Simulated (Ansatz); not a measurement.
## Pb2SeO (built on the sites of a database entry of PbSe): a soft mode frozen in

Wanted: the energy along a soft mode of Pb2SeO (built on the sites of a database entry of PbSe) and the structure at the end.

Method: DFT PBEsol, scalar-relativistic, plane waves, PAW, in Ansatz 0.2.0.

Most raw output is cut from this account.

The structure was built from a prototype and need not be the compound's stable phase.

## (1) The starting structure

The structure is orthorhombic, space group Amm2 (No. 38). Conventional cell: a = 3.866 Å, b = 3.728 Å, c = 13.024 Å, α = 90.00°, β = 90.00°, γ = 90.00°. Nearest to Pb lie 4 O at 2.75 Å and 2 Se at 3.04 Å. Nearest to Pb lie 1 O at 2.26 Å and 4 Se at 2.97 Å. Nearest to Se lie 6 Pb at 2.97 to 3.04 Å. Nearest to O lie 5 Pb at 2.26 to 2.75 Å. Farther neighbours and most contacts between anions are not listed.

## (2) Linear response at the zone centre

The cell comes from relaxations at this level that are not shown. The zone centre is the only wavevector solved here; it holds the modes that light can see, as far as symmetry allows. The response to a homogeneous field gives the Born charges and the dielectric tensor.

Contents of input.yaml:

```yaml
crystal:
  lattice:
    - [1.8641447281, -6.5120773025, 0.0]
    - [1.8641447281, 6.5120773025, 0.0]
    - [0.0, 0.0, 3.8663254647]
  atoms:
    - { symbol: Pb, position: [0.6057161026, 0.3942838974, 0.75] }
    - { symbol: Pb, position: [0.3232056694, 0.6767943306, 0.25] }
    - { symbol: Se, position: [0.9214061829, 0.0785938171, 0.75] }
    - { symbol: O, position: [0.1496720452, 0.8503279548, 0.25] }
kpoints:
  mp_grid: { grid: [8, 8, 8] }
hamiltonian:
  xc: pbesol
scf:
  occupations: { method: fixed }
output:
  eigenvalues: true
phonons:
  method: dfpt
  dielectric: true
  rigid_motions: translations
```

Run with:

```
$ ansatz run input.yaml --threads 8 --pin off --max-ram 14336MiB --backend cpu --events-out ev --progress --plain --runs-dir out
```

The job ended after 3 min (8 threads of Intel Xeon Platinum 8488C (Sapphire Rapids), shared host; peak memory 3.5 GiB; 22 min of CPU time).

This step gave:

```
gap on the k-mesh                                       : 0.3449 eV
volume per atom                                         : 23.47 Å³
sum-rule residual before enforcement                    : 1.91e-4 eV/Å²
miss of the charge sum rule                             : 0.002674 e
estimated error of the dielectric tensor                : 0.08633
estimated error of the Born charges                     : 0.03945 e
point group                                             : mm2
highest optical mode at the zone centre (no LO-TO term) : 350.4 cm⁻¹
lowest optical zone-centre mode                         : -179.9 cm⁻¹
mean high-frequency dielectric constant                 : 16.04
largest Born charge (third of the trace)                : 3.661 e
top of the zone-centre spectrum with the field          : 391.4 cm⁻¹
```

Without the LO-TO term. Patterns of degenerate modes are one choice out of their space. The modes at Γ (shares of kinetic energy by element, %) (negative means imaginary):

```csv
mode,frequency (cm⁻¹),symmetry,Pb %,Se %,O %
1,-179.9,B2,8,1,92
2,-167.7,B1,7,1,92
3,0.0,acoustic,81,16,3
4,0.0,acoustic,81,16,3
5,0.0,acoustic,81,16,3
6,23.5,B2,72,25,3
7,37.5,B1,79,18,3
8,97.4,A1,94,3,2
9,111.6,B2,39,59,2
10,122.1,A1,20,80,0
11,127.7,B1,32,66,2
12,350.4,A1,5,1,94
```

Displacements in mode 1 (-179.9 cm⁻¹), the largest set to 1:
```
Pb1 -0.08  0.00  0.00
Pb2  0.02  0.00  0.00
Se3 -0.04  0.00  0.00
O4   1.00  0.00  0.00
```

Displacements in mode 7 (37.5 cm⁻¹), the largest set to 1:
```
Pb1  0.00  0.00  1.00
Pb2  0.00  0.00 -0.71
Se3  0.00  0.00 -0.93
O4   0.00  0.00  0.85
```

Before it was imposed, the acoustic sum rule was missed by 1.9e-4 eV/Å² and the charge sum rule by 0.0027 e. Small misses are needed for a sound result but don't prove that mesh and cutoff are converged. The lowest optical mode is imaginary, 179.9i cm⁻¹, so the energy falls along it.

The log warns of the k mesh: “the force constants stand on the 8×8×8 k-mesh, whose period is 9.43 times the interband length at k = (0.3750, 0.3750, 0.1250), direct gap 1.019 eV, under 14: take them and everything formed from them as unconverged”.

## (3) The mode frozen in, largest atomic shift 0 Å

The mode followed lies at Γ with frequency 179.9i cm⁻¹, the softest among the wavevectors solved. At small amplitude the distorted cell has space group no. 6 by a symmetry search on the positions. The undistorted cell that holds it gives the zero of energy on the same k mesh.

input.yaml: that of step 2 with these lines changed.

```diff
@@ -15,8 +15,6 @@
 scf:
-  occupations: { method: fixed }
+  occupations: { method: gaussian, width: 0.02 }
 output:
+  forces: true
+  stress: true
   eigenvalues: true
-phonons:
-  method: dfpt
-  dielectric: true
-  rigid_motions: translations
```

The job ended after 2.7 s (8 threads; peak memory 0.66 GiB).

Numbers from this step:

```yaml
pressure: 0.003099 GPa
energy_from_the_undistorted_cell: 0 meV/atom
```

At this level the gap is 0.34 eV on the k-mesh of the self-consistent run, which can miss the band edges.

## (4) The mode frozen in, largest atomic shift 0.6 Å

The atoms are moved along the unstable eigenvector, the largest shift by 0.6 Å, with the cell fixed.

input.yaml, the sections that differ from step 3:

```yaml
crystal:
  lattice:
    - [1.8641447281, -6.5120773025, 0.0]
    - [1.8641447281, 6.5120773025, 0.0]
    - [0.0, 0.0, 3.8663254647]
  atoms:
    - { symbol: Pb, position: [0.5930752829, 0.3816430778, 0.75] }
    - { symbol: Pb, position: [0.3258906116, 0.6794792728, 0.25] }
    - { symbol: Se, position: [0.9149242004, 0.0721118346, 0.75] }
    - { symbol: O, position: [0.3106037558, 1.0112596655, 0.25] }
# kpoints, hamiltonian, scf, output: as in step 3
```

The job ended after 4.5 s (8 threads; peak memory 0.78 GiB; 33 s of CPU time).

Numbers from this step:

- pressure: 1.551 GPa
- gap on the k-mesh: 0.4441 eV
- energy from the undistorted cell: -45.54 meV/atom

The energy, extrapolated to zero smearing, is -45.54 meV/atom against the undistorted cell.

The run ends at a pressure of 1.55 GPa, with forces up to 0.29 eV/Å.

## (5) Energy along the mode, all amplitudes (two of the runs are shown above)

An imaginary frequency means negative curvature, so the energy should fall and then rise again as anharmonic terms take over.

This step gave:

```
depth at the lowest point sampled  : 45.54 meV/atom
largest atomic shift at that point : 0.6 Å
```

Energy from the parent against largest atomic shift:

```
largest atomic shift (Å)  energy from the parent (meV/atom)
                   0.000                                  0
                   0.040                             -0.415
                   0.080                              -1.64
                   0.140                              -4.92
                   0.220                              -11.5
                   0.320                              -22.1
                   0.450                              -36.1
                   0.600                              -45.5
```

Displacement at unit largest shift by atom:

| atom | x (Å) | y (Å) | z (Å) | size |
| --- | --- | --- | --- | --- |
| Pb1 | -0.08 | 0.00 | 0.00 | 0.08 |
| Pb2 | 0.02 | 0.00 | 0.00 | 0.02 |
| Se3 | -0.04 | 0.00 | 0.00 | 0.04 |
| O4 | 1.00 | 0.00 | 0.00 | 1.00 |

The lowest of the steps tried is the last one, at 0.6 Å, 45.5 meV/atom below the parent; the bottom of the well need not coincide with a step.

## (6) Relaxing from the distorted cell

Starting from the lowest point found, all atoms and the cell are let go, so that strain and other modes of the same symmetry can join in.

input.yaml: that of step 4 with these lines changed.

```diff
@@ -15,3 +15,3 @@
 scf:
-  occupations: { method: gaussian, width: 0.02 }
+  occupations: { method: fixed }
 output:
@@ -20 +20,6 @@
   eigenvalues: true
+relax:
+  adjacent_minimum: "off"
+  f_tol: 0.002
+  max_steps: 120
+  cell: { stress_tol: 0.03 }
```

Run time: 73 s. Hardware: 8 threads; peak memory 0.89 GiB.

The steps of the relaxation:

| step | energy less that of the first step (eV) | largest force component (eV/Å) | pressure (GPa) | volume (Å³) |
| --- | --- | --- | --- | --- |
| 1 | 0.0000 | 0.2770 | 1.55 | 93.87 |
| 2 | -0.0860 | 0.2633 | -1.02 | 98.96 |
| 3 | -0.1433 | 0.1130 | -0.47 | 100.28 |
| 4 | -0.1573 | 0.1852 | 0.14 | 99.76 |
| 5 | -0.1667 | 0.0316 | 0.09 | 98.61 |
| 6 | -0.1688 | 0.0231 | 0.01 | 98.22 |
| 7 | -0.1692 | 0.0127 | -0.01 | 98.27 |
| 8 | -0.1687 | 0.0827 | 0.16 | 97.88 |
| 9 | -0.1693 | 0.0018 | 0.00 | 98.24 |
| 10* | -0.1842 | 0.0015 | 0.18 | 98.24 |
| 11 | -0.1852 | 0.0240 | -0.05 | 98.83 |
| 12 | -0.1852 | 0.0063 | 0.01 | 98.98 |
| 13 | -0.1852 | 0.0064 | -0.02 | 99.01 |
| 14 | -0.1852 | 0.0019 | 0.00 | 98.98 |
| 15* | -0.1860 | 0.0019 | 0.00 | 98.98 |

Relaxation steps marked * repeat the geometry before them on a plane-wave basis chosen anew for their cell, so energy and pressure can jump there. Relaxation step 8 was tried and not accepted.

The run keeps the 2 symmetry operations that it works with, so distortions that break them were not tested.

```
     cell as run  before   after  change
           a (Å)   6.774   6.355  -6.2 %
           b (Å)   6.774   6.873  +1.5 %
           c (Å)   3.866   3.935  +1.8 %
           γ (°)  148.05  144.84  -2.2 %
volume (Å³/atom)   23.47   24.75  +5.4 %
```

The atoms that moved most (Å, as changes of fractional coordinates times the final cell):

```csv
atom,dx,dy,dz,length
O4,0.256,-0.150,0.000,0.297
Pb1,-0.156,0.000,0.000,0.156
Se3,-0.104,0.070,0.000,0.126
Pb2,0.005,0.080,0.000,0.080
```

Final coordinates:

```xyz
4
Lattice="1.5599 -6.1611 0.0000 2.4577 6.4180 0.0000 0.0000 0.0000 3.9353" Properties=species:S:1:pos:R:3 pbc="T T T"
Pb    1.7073   -1.2041    2.9514
Pb    2.1828    2.4332    0.9838
Se    1.5001   -5.1043    2.9514
O     3.2254    4.4263    0.9838
```

Numbers from this step:

```
pressure          : 0.002016 GPa
gap on the k-mesh : 0.6391 eV
volume per atom   : 24.75 Å³
```

The distorted start has space group Pm; the relaxation ends in Pm.

## (7) The new phase in its own primitive cell

The relaxed structure is symmetrised, reduced to its primitive cell and relaxed tightly, as its phonons need.

Contents of input.yaml:

```yaml
crystal:
  lattice:
    - [4.0257530433, 0.0, 0.0]
    - [0.0, 3.9352586152, 0.0]
    - [-1.163388175, 0.0, 6.2480642162]
  atoms:
    - { symbol: Pb, position: [0.3435223799, 0.0, 0.7902382851] }
    - { symbol: Pb, position: [0.6855571623, 0.5, 0.3663407701] }
    - { symbol: Se, position: [0.0508848567, 0.0, 0.169400444] }
    - { symbol: O, position: [0.0645294518, 0.5, 0.6740205008] }
kpoints:
  mp_grid: { grid: [6, 6, 4] }
hamiltonian:
  xc: pbesol
scf:
  occupations: { method: fixed }
output:
  forces: true
  stress: true
  eigenvalues: true
relax:
  adjacent_minimum: "off"
  f_tol: 0.001
  max_steps: 60
  cell: { stress_tol: 0.01 }
```

Run time: 10 s. Hardware: 8 threads; peak memory 0.6 GiB; 75 s of CPU time.

Little changed from the start: no atom moved by 0.005 Å and no cell edge by 0.1 %.

Numbers from this step:

* pressure: -5.12e-4 GPa
* gap on the k-mesh: 0.5146 eV
* direct gap on mesh: 1.226 eV

The largest force component left is 0.92 meV/Å and the pressure is -0.001 GPa, within the tolerances set. The cell now holds 24.75 Å³/atom.

## (8) Modes of the new phase, k-mesh 6×6×4

A relaxed structure may still be a saddle point, so its zone-centre modes are computed. The response to a homogeneous field gives the Born charges and the dielectric tensor.

Contents of input.yaml:

```yaml
crystal:
  lattice:
    - [4.0278599129, 0.0, 0.0024927234]
    - [0.0, 3.9364210371, 0.0]
    - [-1.1601282659, 0.0, 6.2436650739]
  atoms:
    - { symbol: Pb, position: [0.3433499165, 0.0, 0.7901852163] }
    - { symbol: Pb, position: [0.6856173895, 0.5, 0.366548306] }
    - { symbol: Se, position: [0.0505602839, 0.0, 0.169302353] }
    - { symbol: O, position: [0.0649662608, 0.5, 0.6739641248] }
kpoints:
  mp_grid: { grid: [6, 6, 4] }
hamiltonian:
  xc: pbesol
scf:
  occupations: { method: fixed }
output:
  eigenvalues: true
phonons:
  method: dfpt
  dielectric: true
  rigid_motions: translations
```

Wall time 65 s (8 threads); peak memory 2.6 GiB; 7.7 min of CPU time.

This step gave:

| Item | Value |
| --- | --- |
| sum-rule residual before enforcement | 1.31e-4 eV/Å² |
| miss of the charge sum rule | 0.002920 e |
| estimated error of the dielectric tensor | 0.07170 |
| estimated error of the Born charges | 0.04896 e |
| point group | m |
| highest optical mode at the zone centre (no LO-TO term) | 400.4 cm⁻¹ |
| lowest optical zone-centre mode | 41.93 cm⁻¹ |
| mean high-frequency dielectric constant | 11.73 |
| largest Born charge (third of the trace) | 3.221 e |
| mean static dielectric constant | 27.18 |
| top of the zone-centre spectrum with the field | 443.0 cm⁻¹ |

Without the LO-TO term. Patterns of degenerate modes are one choice out of their space. The modes at Γ (shares of kinetic energy by element, %):

| mode | frequency (cm⁻¹) | symmetry | Pb % | Se % | O % |
| --- | --- | --- | --- | --- | --- |
| 1 | 0.0 | acoustic | 81 | 16 | 3 |
| 2 | 0.0 | acoustic | 81 | 16 | 3 |
| 3 | 0.0 | acoustic | 81 | 16 | 3 |
| 4 | 41.9 | A'' | 80 | 16 | 4 |
| 5 | 47.8 | A' | 56 | 35 | 9 |
| 6 | 83.5 | A' | 51 | 48 | 1 |
| 7 | 89.5 | A' | 82 | 2 | 15 |
| 8 | 119.5 | A'' | 32 | 68 | 0 |
| 9 | 137.9 | A' | 34 | 45 | 21 |
| 10 | 159.2 | A' | 10 | 38 | 51 |
| 11 | 246.9 | A'' | 7 | 0 | 93 |
| 12 | 400.4 | A' | 3 | 1 | 96 |

Displacements in mode 4 (41.9 cm⁻¹), the largest set to 1:
```
Pb1  0.00  1.00  0.00
Pb2  0.00 -0.73  0.00
Se3  0.00 -0.90  0.00
O4   0.00  0.94  0.00
```

Displacements in mode 9 (137.9 cm⁻¹), the largest set to 1:
```
Pb1 -0.28  0.00 -0.06
Pb2 -0.02  0.00  0.33
Se3  0.58  0.00 -0.56
O4   1.00  0.00 -0.72
```

Optical modes at the zone centre, without and with the macroscopic field of the longitudinal modes; each column is sorted by frequency, so a row need not hold one and the same mode. Modes with and without the field, by row:

```csv
rank among optical modes,no field (cm⁻¹),"q along (1, 0, 0) (cm⁻¹)","q along (0, 1, 0) (cm⁻¹)","q along (0, 0, 1) (cm⁻¹)"
1,41.9,41.9,42.3,41.9
2,47.8,47.9,47.8,54
3,83.5,87.9,83.5,84.3
4,89.5,102.2,89.5,99.2
5,119.5,119.5,128,119.5
6,137.9,159.2,137.9,154.8
7,159.2,172.2,159.2,166.2
8,246.9,246.9,309.1,246.9
9,400.4,413.8,400.4,443
```

Born charge (rows field, columns displacement) (e), principal values of the symmetric part by kind of site:

```csv
atom,atoms with these values,low,middle,high,mean
Pb1,1,2.18,3.18,3.26,2.88
Pb2,1,2.63,2.88,4.15,3.22
Se3,1,-4.57,-2.66,-2.35,-3.19
O4,1,-3.94,-3.16,-1.62,-2.91
```

In full for Se3:

```
-4.09  0.00  0.98
 0.00 -2.66  0.00
 0.84  0.00 -2.83
```

High-frequency dielectric tensor:

```
13.62  0.00 -0.33
 0.00 10.78  0.00
-0.33  0.00 10.79
```

Static dielectric tensor (ions relaxed, fixed cell):

```
32.91  0.00 -2.38
 0.00 19.69  0.00
-2.38  0.00 28.93
```

Transverse modes. Infrared lines, with heights relative to the strongest:

```csv
position (cm⁻¹),label,relative intensity
42,A'',0.1
48,A',3.4
84,A',15
90,A',10
120,A'',7.9
138,A',37
159,A',1.2
247,A'',72
400,A',100
```

Before it was imposed, the acoustic sum rule was missed by 1.3e-4 eV/Å² and the charge sum rule by 0.0029 e. Small misses are needed for a sound result but don't prove that mesh and cutoff are converged. The lowest optical mode is real, 41.9 cm⁻¹.

The log warns of the k mesh: “the force constants stand on the 6×6×4 k-mesh, whose period is 9.16 times the interband length at k = (0.0000, -0.5000, -0.5000), direct gap 1.812 eV, under 14: take them and everything formed from them as unconverged”.

## (9) Results

* unstable mode of the parent: q = (0, 0, 0), 180i cm⁻¹
* depth at the lowest point sampled: 45.5 meV/atom
* largest atomic shift at that point: 0.6 Å
* space group reached (within 0.01 Å): Pm
* energy gained over the parent (first relaxation, on the mesh of the frozen mode): 92.1 meV/atom
* volume per atom, phase reached: 24.8 Å³
* gap on the k-mesh, phase reached: 0.515 eV
* lowest optical zone-centre mode, phase reached: 41.9 cm⁻¹
* highest optical mode at the zone centre (no LO-TO term), phase reached: 400 cm⁻¹

In words: Along this mode the structure falls into Pm, 92.1 meV/atom below the parent. At the parent's cell the well is 45.54 meV/atom deep on the steps tried, with its lowest point at a shift of 0.6 Å. That is the last step tried, so the steps alone don't bracket the bottom of the well. Relaxing atoms and cell changes the gain by +46.51 meV/atom against the lowest step (energies at zero smearing). The new phase has no imaginary mode at the zone centre of its cell; other wavevectors were not checked. Of the 2 patterns followed to their end from this parent, this one reaches the lowest energy. Each path keeps the symmetry of its pattern, so a lower phase may lie along a pattern not tried. With the field response the log warns that the k mesh is coarse for the force constants too, so the frequencies may not be converged. Spin-orbit coupling is left out, which can matter for the heavy elements here. The starting cell was built on a prototype and not taken from a measurement, so the phase need not exist.

[Logs are printed without paths, hosts, clocks, repeated set-up lines and the standing remarks that a program may print on its own settings, such as how far it seeks lower states.]

[Hosts, paths, dates, database ids (printed as entryN), source tags and the programs' standing remarks are cut or masked in the printed files.]
